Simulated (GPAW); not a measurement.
# Cu K ELNES/XANES of CuAu (P4/mmm) from DFT, part 3 of 3

Aim: the dependence of the Cu K near-edge features of CuAu (P4/mmm) on volume.

GPAW 26.7.0; X-ray absorption from dipole matrix elements to empty bands, plane-wave PAW revPBE.

So far. Step 4 (Spectrum with XCH, Cu atom 2): The total-energy difference is 9010.42 eV. One term is added: -29.93 eV, since the hole is spin-paired here and a spin-polarised one costs that much less in the free atom (computed apart). The photon energy is then 8980.49 eV. The tabulated edge of the element is 8979 eV. The functional leaves an error of a few eV in such absolute values. Step 6 (Spectrum with XCH, Cu atom 2): Against the first run the r.m.s. difference is 5 %.

The database entry behind the starting cell is an old determination (1936), so it need not match the best structure at ambient conditions.

## Step 8: Spectrum with XCH, Cu atom 2

Shorter bonds are expected to push antibonding states and scattering resonances up, and longer ones down; the cell is scaled to test that.

Changed against the first core-hole run: volume scale from 1 to 1.03.

The input, xas.py:

```python
import numpy as np
from ase import Atoms
from ase.parallel import parprint, paropen
from gpaw import GPAW, PW, FermiDirac, Mixer, MixerDif, setup_paths
from gpaw.test import gen
setup_paths.insert(0, '.')
gen('Cu', name='fch1s', xcname='revPBE', corehole=(1, 0, 1), write_xml=True)
from gpaw.mpi import world
world.barrier()

atoms = Atoms('Au4Cu4',
    cell=[[2.83858047, 2.83858047, 3.72148752],
     [-2.83858047, 2.83858047, -3.72148752],
     [-2.83858047, 2.83858047, 3.72148752]],
    scaled_positions=[[0, 0, 0],
     [0.5, 0.5, 0],
     [0, 0.5, 0.5],
     [0.5, 0, 0.5],
     [0.5, 0, 0],
     [0, 0.5, 0],
     [0.5, 0.5, 0.5],
     [0, 0, 0.5]],
    pbc=True)
atoms.calc = calc = GPAW(legacy_gpaw=True, mode=PW(430), xc='revPBE', setups={4: 'fch1s'},
    kpts={'size': (6, 6, 6), 'gamma': True}, occupations=FermiDirac(0.1),
    charge=-1, mixer=Mixer(0.1, 5, 50), maxiter=150,
    convergence={'density': 0.0001}, txt='scf.txt')
energy = atoms.get_potential_energy() + calc.get_reference_energy()
ef = calc.get_fermi_level()
out = dict(energy=energy, fermi=ef, forces=atoms.get_forces().tolist())
parprint(f'all-electron energy {energy:.4f} eV, Fermi level {ef:.4f} eV')
ev = np.array([[calc.get_eigenvalues(k, s) for k in range(len(calc.get_ibz_k_points()))] for s in range(calc.get_number_of_spins())])
out['homo'], out['lumo'], out['counts'] = ev[ev < ef].max(), ev[ev > ef].min(), sorted(set((ev < ef).sum((0, 2)).tolist()))
out['filled'] = (ev[:, 0] < ef).sum(1).tolist()

from ase.units import Ha
from gpaw.xas import dipole_matrix_elements
nb = int(calc.get_number_of_electrons() / 2) + 74
top, nb = nb, nb + 8 + nb // 12
nscf = calc.fixed_density(kpts={'size': (7, 7, 7), 'gamma': True}, nbands=nb,
    convergence={'bands': top, 'eigenstates': 1e-5}, maxiter=60, txt='nscf.txt')
cell = atoms.cell.array
ops = [cell.T @ U.T @ np.linalg.inv(cell.T) for U in nscf.wfs.kd.symmetry.op_scc]
E = np.arange(-6, 34, 0.1)
fwhm = np.interp(E, [4, 25], [1.55, 3.5])
Y, X, zero, highest = 0, 0, 1e9, 1e9
for spin in range(nscf.get_number_of_spins()):
    wfs = nscf.wfs
    A = dipole_matrix_elements(wfs.setups[4])
    eps = np.zeros((wfs.kd.nibzkpts, nb))
    d = np.zeros((3, A.shape[1], wfs.kd.nibzkpts, nb), complex)
    for kpt in wfs.kpt_u:
        if kpt.s == spin and 4 in kpt.P_ani:
            eps[kpt.k] = kpt.eps_n * Ha
            d[:, :, kpt.k] = (kpt.weight * wfs.nspins / 2) ** 0.5 * np.inner(A, kpt.P_ani[4])
    world.sum(eps)
    world.sum(d)
    T = np.einsum('amkn,bmkn->abkn', d, d.conj()).real
    T = sum(np.einsum('ai,ijkn,bj->abkn', R, T, R) for R in ops) / len(ops)
    empty = eps > ef
    zero, highest = min(zero, eps[empty].min()), min(highest, eps[:, top - 1].min())
    lines = [(eps, T, empty)] if spin == 0 else lines + [(eps, T, empty)]
for eps, T, empty in lines:
    f = np.einsum('aakn->akn', T).reshape(3, -1)
    x = eps.ravel() - zero
    w = np.interp(x, E, fwhm) / 2.35482
    g = np.exp(-0.5 * ((E[:, None] - x) / w) ** 2) / (w * (2 * np.pi) ** 0.5)
    Y = Y + (f * empty.ravel()) @ g.T
    X = X + (f * ~empty.ravel()) @ g.T
out.update(E=E.round(2).tolist(), xas=Y.tolist(), xes=X.tolist(), zero=zero, valid=highest - zero, nk=len(eps), nb=nb)
for i in range(0, len(E), 10):
    parprint(f'{E[i]:7.2f}', *(f'{v:10.3e}' for v in Y[:, i]))
import json
with paropen('out.json', 'w') as f:
    json.dump(out, f)
```

Launch:

```sh
OMP_NUM_THREADS=1 mpirun -n 2 gpaw python xas.py
```

Numbers of over 12 decimals in the logs are rounded to 6 here.

Log:

```text
Input parameters:
  charge: -1
  convergence: {density: 0.0001}
  kpts: {gamma: True,
         size: (6, 6, 6)}
  maxiter: 150
  mixer: {backend: pulay,
          beta: 0.1,
          method: separate,
          nmaxold: 5,
          weight: 50}
  mode: {ecut: 430.0,
         name: pw}
  occupations: {fixmagmom: False,
                name: fermi-dirac,
                width: 0.1}
  setups: {4: fch1s}
  xc: revPBE

[...]
*d    :     0.269103
--------------------------------

Diagonalizing with gridspacing h=0.050

state   all-electron     PAW
-------------------------------
4s:      -0.499879    -0.500023
4p:      -0.282469    -0.282566
3d:      -0.730897    -0.731305
*f:                   -0.021911
-------------------------------
all-electron energy -2237550.7662 eV, Fermi level 9.1580 eV
[...]
32.00  1.663e-07  1.663e-07  1.666e-07
  33.00  1.936e-07  1.936e-07  2.005e-07
[key lines of the parts left out:]
Converged after 17 iterations.
Dipole moment: (0.000000, -0.000000, 0.000000) |e|*Ang
Free energy:    -31.407677
Fermi level: 9.15802
```

Wall time 8.1 min (2 MPI ranks of Arm Neoverse V2, shared host); peak memory 0.77 GiB; 16 min of CPU time.

```tsv
E (eV)	first run	this run
-2.0	0.00	0.00
-1.0	0.03	0.03
0.0	0.24	0.23
1.0	0.46	0.45
2.0	0.48	0.47
3.0	0.46	0.46
4.0	0.51	0.52
5.0	0.56	0.57
6.0	0.69	0.71
7.0	0.93	0.96
8.0	1.19	1.22
9.0	1.44	1.46
10.0	1.59	1.59
11.0	1.63	1.62
12.0	1.53	1.50
13.0	1.33	1.29
14.0	1.14	1.11
15.0	1.00	0.98
16.0	0.95	0.95
17.0	1.00	1.02
18.0	1.11	1.14
19.0	1.19	1.19
20.0	1.16	1.12
21.0	1.04	0.98
22.0	0.90	0.86
23.0	0.79	0.76
24.0	0.72	0.69
25.0	0.67	0.64
26.0	0.64	0.62
27.0	0.63	0.62
28.0	0.64	0.64
29.0	0.65	0.66
30.0	0.69	0.73
31.0	0.77	0.84
32.0	0.90	1.00
```

The scaled spectrum changes by 3 % r.m.s. The highest intensity below 24 eV stays at 10.8 eV.

The photon energy of the zero moves by -0.07 eV.

## Step 9: Reference energy of the supercell

The cell changes for the next run, so it gets a reference energy of its own.

The cell differs from the one that the last finished run ended in (a 5.474 → 5.527 Å, b 5.474 → 5.527 Å, c 5.474 → 5.527 Å).

The input, scf.py:

```python
import numpy as np
from ase import Atoms
from ase.parallel import parprint, paropen
from gpaw import GPAW, PW, FermiDirac, Mixer, MixerDif, setup_paths
from gpaw.test import gen
setup_paths.insert(0, '.')
gen('Cu', name='nch1s', xcname='revPBE', corehole=(1, 0, 0), write_xml=True)
from gpaw.mpi import world
world.barrier()

atoms = Atoms('Au4Cu4',
    cell=[[2.86587619, 2.86587619, 3.75727325],
     [-2.86587619, 2.86587619, -3.75727325],
     [-2.86587619, 2.86587619, 3.75727325]],
    scaled_positions=[[0, 0, 0],
     [0.5, 0.5, 0],
     [0, 0.5, 0.5],
     [0.5, 0, 0.5],
     [0.5, 0, 0],
     [0, 0.5, 0],
     [0.5, 0.5, 0.5],
     [0, 0, 0.5]],
    pbc=True)
atoms.calc = calc = GPAW(legacy_gpaw=True, mode=PW(430), xc='revPBE', setups={4: 'nch1s'},
    kpts={'size': (6, 6, 6), 'gamma': True}, occupations=FermiDirac(0.1),
    charge=0, mixer=Mixer(0.1, 5, 50), maxiter=150,
    convergence={'density': 0.0001}, txt='scf.txt')
energy = atoms.get_potential_energy() + calc.get_reference_energy()
ef = calc.get_fermi_level()
out = dict(energy=energy, fermi=ef, forces=atoms.get_forces().tolist())
parprint(f'all-electron energy {energy:.4f} eV, Fermi level {ef:.4f} eV')
ev = np.array([[calc.get_eigenvalues(k, s) for k in range(len(calc.get_ibz_k_points()))] for s in range(calc.get_number_of_spins())])
out['homo'], out['lumo'], out['counts'] = ev[ev < ef].max(), ev[ev > ef].min(), sorted(set((ev < ef).sum((0, 2)).tolist()))
out['filled'] = (ev[:, 0] < ef).sum(1).tolist()
import json
with paropen('out.json', 'w') as f:
    json.dump(out, f)
```

Launch:

```sh
OMP_NUM_THREADS=1 mpirun -n 2 gpaw python scf.py
```

Log:

```text
Input parameters:
  convergence: {density: 0.0001}
  kpts: {gamma: True,
         size: (6, 6, 6)}
  maxiter: 150
  mixer: {backend: pulay,
          beta: 0.1,
          method: separate,
          nmaxold: 5,
          weight: 50}
  mode: {ecut: 430.0,
         name: pw}
  occupations: {fixmagmom: False,
                name: fermi-dirac,
                width: 0.1}
  setups: {4: nch1s}
  xc: revPBE

Initialize ...

[...]
*s    :     0.834370
4p(0) :    -0.025137     1.001202
*p    :     0.974863
3d(10):    -0.182213     0.275352
*d    :     0.817787
--------------------------------

Diagonalizing with gridspacing h=0.050

state   all-electron     PAW
-------------------------------
4s:      -0.165630    -0.165715
4p:      -0.025137    -0.024950
3d:      -0.182213    -0.182637
*f:                    0.067777
-------------------------------
all-electron energy -2246561.1836 eV, Fermi level 8.3967 eV
[key lines of the parts left out:]
Converged after 14 iterations.
Dipole moment: (0.000000, -0.000000, -0.000000) |e|*Ang
Free energy:    -23.910298
Fermi level: 8.39672
```

The job ended after 2 min (2 MPI ranks; peak memory 0.34 GiB).

Reference energy: -2246561.184 eV with the cores included.

## Step 10: Spectrum with XCH, Cu atom 2

Shorter bonds are expected to push antibonding states and scattering resonances up, and longer ones down; the cell is scaled to test that.

Changed against the first core-hole run: volume scale from 1 to 1.06.

xas.py: that of step 8 with these lines changed.

```diff
@@ -11,5 +11,5 @@
 atoms = Atoms('Au4Cu4',
-    cell=[[2.83858047, 2.83858047, 3.72148752],
-     [-2.83858047, 2.83858047, -3.72148752],
-     [-2.83858047, 2.83858047, 3.72148752]],
+    cell=[[2.86587619, 2.86587619, 3.75727325],
+     [-2.86587619, 2.86587619, -3.75727325],
+     [-2.86587619, 2.86587619, 3.75727325]],
     scaled_positions=[[0, 0, 0],
@@ -37,5 +37,5 @@
 from gpaw.xas import dipole_matrix_elements
-nb = int(calc.get_number_of_electrons() / 2) + 74
+nb = int(calc.get_number_of_electrons() / 2) + 76
 top, nb = nb, nb + 8 + nb // 12
-nscf = calc.fixed_density(kpts={'size': (7, 7, 7), 'gamma': True}, nbands=nb,
+nscf = calc.fixed_density(kpts={'size': (6, 6, 6), 'gamma': True}, nbands=nb,
     convergence={'bands': top, 'eigenstates': 1e-5}, maxiter=60, txt='nscf.txt')
```

Launch:

```sh
OMP_NUM_THREADS=1 mpirun -n 2 gpaw python xas.py
```

Log:

```text
Input parameters:
  charge: -1
  convergence: {density: 0.0001}
  kpts: {gamma: True,
         size: (6, 6, 6)}
  maxiter: 150
  mixer: {backend: pulay,
          beta: 0.1,
          method: separate,
          nmaxold: 5,
          weight: 50}
  mode: {ecut: 430.0,
         name: pw}
  occupations: {fixmagmom: False,
                name: fermi-dirac,
                width: 0.1}
  setups: {4: fch1s}
  xc: revPBE

[...]
*d    :     0.269103
--------------------------------

Diagonalizing with gridspacing h=0.050

state   all-electron     PAW
-------------------------------
4s:      -0.499879    -0.500023
4p:      -0.282469    -0.282566
3d:      -0.730897    -0.731305
*f:                   -0.021911
-------------------------------
all-electron energy -2237550.8912 eV, Fermi level 8.7265 eV
[...]
32.00  1.843e-07  1.843e-07  1.898e-07
  33.00  2.115e-07  2.115e-07  2.213e-07
[key lines of the parts left out:]
Converged after 21 iterations.
Dipole moment: (0.000000, -0.000000, -0.000000) |e|*Ang
Free energy:    -31.532692
Fermi level: 8.72649
```

Wall time 6.6 min (2 MPI ranks); peak memory 0.65 GiB.

```tsv
E (eV)	first run	this run
-2.0	0.00	0.00
-1.0	0.03	0.03
0.0	0.24	0.25
1.0	0.46	0.46
2.0	0.48	0.46
3.0	0.46	0.47
4.0	0.51	0.53
5.0	0.56	0.59
6.0	0.69	0.76
7.0	0.93	1.01
8.0	1.19	1.26
9.0	1.44	1.49
10.0	1.59	1.60
11.0	1.63	1.59
12.0	1.53	1.45
13.0	1.33	1.23
14.0	1.14	1.06
15.0	1.00	0.96
16.0	0.95	0.96
17.0	1.00	1.06
18.0	1.11	1.16
19.0	1.19	1.17
20.0	1.16	1.07
21.0	1.04	0.92
22.0	0.90	0.80
23.0	0.79	0.72
24.0	0.72	0.65
25.0	0.67	0.61
26.0	0.64	0.61
27.0	0.63	0.62
28.0	0.64	0.64
29.0	0.65	0.69
30.0	0.69	0.79
31.0	0.77	0.94
32.0	0.90	1.11
```

This run also has another mesh (6×6×6 against 7×7×7), so the 6 % r.m.s. difference can't be laid on the changed setting alone. The highest intensity below 24 eV goes from 10.8 eV (1.63) to 10.4 eV (1.61).

The photon energy of the zero moves by -0.13 eV.

## Step 11: The volumes side by side

```tsv
volume	nearest distance (Å)	shift of the zero (eV)	maximum 1 (eV above own zero)	maximum 2 (eV above own zero)
0.94	2.655	+0.16	11.2	20.0
1	2.710	+0.00	10.8	19.2
1.03	2.737	-0.07	10.8	19.0
1.06	2.763	-0.13	10.4	18.6
```

The curves, each shifted by its zero's change so that they share one photon-energy axis, counted from the zero at V × 1:

```tsv
E (eV)	V × 0.94	V × 1	V × 1.03	V × 1.06
-2.0	0.00	0.00	0.00	0.00
-1.0	0.02	0.03	0.03	0.05
0.0	0.22	0.24	0.25	0.28
1.0	0.47	0.46	0.46	0.46
2.0	0.50	0.48	0.47	0.45
3.0	0.47	0.46	0.46	0.48
4.0	0.49	0.51	0.52	0.53
5.0	0.53	0.56	0.58	0.60
6.0	0.62	0.69	0.73	0.79
7.0	0.82	0.93	0.98	1.04
8.0	1.09	1.19	1.24	1.29
9.0	1.35	1.44	1.47	1.51
10.0	1.55	1.59	1.60	1.60
11.0	1.63	1.63	1.62	1.58
12.0	1.62	1.53	1.48	1.42
13.0	1.46	1.33	1.28	1.21
14.0	1.25	1.14	1.10	1.04
15.0	1.08	1.00	0.98	0.96
16.0	0.97	0.95	0.96	0.97
17.0	0.97	1.00	1.03	1.07
18.0	1.04	1.11	1.14	1.16
19.0	1.14	1.19	1.19	1.16
20.0	1.21	1.16	1.11	1.05
21.0	1.16	1.04	0.97	0.90
22.0	1.02	0.90	0.85	0.79
23.0	0.89	0.79	0.75	0.71
24.0	0.79	0.72	0.69	0.64
25.0	0.74	0.67	0.64	0.61
26.0	0.70	0.64	0.62	0.61
27.0	0.68	0.63	0.62	0.62
28.0	0.66	0.64	0.64	0.65
29.0	0.66	0.65	0.67	0.70
30.0	0.65	0.69	0.73	0.81
31.0	0.67	0.77	0.85	0.96
32.0	0.73	0.90	1.01	1.13
```

## Step 12: Summary of results

| Item | Value |
| --- | --- |
| absorber and edge | Cu K, atom 2 of the ground-state input (counted from 1) |
| surroundings | 8 Au at 2.71 Å and 4 Cu at 2.81 Å (distorted cuboctahedral, site symmetry 4/mmm) |
| highest intensity below 24 eV | 10.8 eV above the zero, height 1.63 |
| photon energy of the zero, with the added terms | 8980.5 eV (raw 9010.4 eV; uncertain by a few eV) |

In words: From V × 0.94 to V × 1.06 the nearest distance grows by 0.108 Å and the zero moves by -0.29 eV. Above their own zero, the maxima move from 11.2 to 10.4 eV and from 20.0 to 18.6 eV. The one highest in energy moves most, in the direction that the rule ΔE·R² ≈ constant for scattering resonances gives. The meshes differ between volumes, which adds to the changes. The Cu K edge of atom 2, with 8 Au at 2.71 Å and 4 Cu at 2.81 Å (distorted cuboctahedral, site symmetry 4/mmm), has its highest intensity of the first 24 eV at 10.8 eV above the zero, near 8991 eV in photon energy (uncertain by a few eV), 1.6 times the mean level of the first 20 eV (Gaussian full width 1.55 eV up to 4 eV, rising linearly to 3.5 eV at 25 eV). At the Cu K edge of atom 2 polarisation matters most near 12.8 eV, where the curves differ by 0.3 on this scale. The script folds with a Gaussian, whereas the core hole's own line is a Lorentzian, so the onset is too steep and the first peak too high. The holes are only 5.4 Å apart, so the shape is probably not converged with cell size; no larger cell was run here. The structure is a published determination, not relaxed.

[Banner, clock and machine lines of the logs are left out without a mark of their own.]

[Logs are printed without paths, hosts, clocks, repeated set-up lines and the standing remarks that a program may print on its own settings, such as how far it seeks lower states.]

[Hosts, paths, dates, database ids (printed as entryN), source tags and the programs' standing remarks are cut or masked in the printed files.]

[Lists of maxima count a maximum above −3 eV only where it reaches 4 % of the highest in the window and stands out from its surroundings by 2 % of it (1.5 % where it reaches 55 %); shoulders and weaker maxima are passed over, and of the rest the first, up to two pre-edge ones and the few strongest are named.]
